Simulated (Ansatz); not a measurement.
# Gap against strain: Ge wire along [110], 8 atoms a period, H-terminated

**Method.** Ansatz 0.2.0, plane waves with PAW datasets, PBE, Fermi-Dirac smearing of 0.05 eV, no spin-orbit coupling. The period is scaled from its relaxed value of 4.059 Å and the atoms relax, within the symmetry of the start, at each strain ε (in %); gaps, in eV, are read on a band path.

```
period (Å)  energy (eV a cell)  place of the conduction minimum (Γ = 0, Z = 1)   ε    gap
     3.897              +0.140                                            0.00  −4  2.081
     3.978              +0.034                                            0.00  −2  2.049
     4.059               0.000                                            0.00   0  1.999
     4.222              +0.122                                            0.00   4  1.797
     4.303              +0.264                                            0.00   6  1.681
```

One run is withheld: period (Å) = 4.140, with ε = 2. Fit a straight line gap = a + b × ε to the 5 rows shown and predict it.

**Fit.** The means are 0.8 for ε and 1.922 for gap. The sum of products of deviations is −2.83 and the sum of squares in ε is 68.8, so b = −2.83 / 68.8 = −0.04113 and a = 1.922 − (−0.04113) × 0.8 = 1.955. The residuals' standard deviation, with 3 degrees of freedom, is σ = 0.038.

**Prediction.** gap = 1.955 + (−0.04113) × 2 = 1.872. The run gave 1.905, so the prediction less the run is −0.033. The standard error of a prediction there, σ√(1 + 1/5 + (2 − 0.8)²/68.8), is 0.042, and the miss is 0.77 times that, for a point between the fitted rows. With so few rows σ is itself uncertain.

The gap narrows at every step from compression to tension.

Caveats: Kohn-Sham gaps of a wire among periodic images, which in a check on one flat ribbon (7 Å apart) lowered the gap by 0.2 eV and flattened the slope; the slope b × 100 is a mean deformation potential of the gap, in eV per unit strain. Between neighbouring runs it lies between −5.8 and −1.6 eV, so a bend, a kink or scatter between runs makes one line a rough account. The unstrained row comes from a denser mesh than the others, which shifts its energy a little. Series of this kind are told only where this holds: a gap at every strain (compound wires with polar facets were set aside first). 88 of 101 did.

[Logs are printed without paths, hosts, clocks, repeated set-up lines and the standing remarks that a program may print on its own settings, such as how far it seeks lower states.]
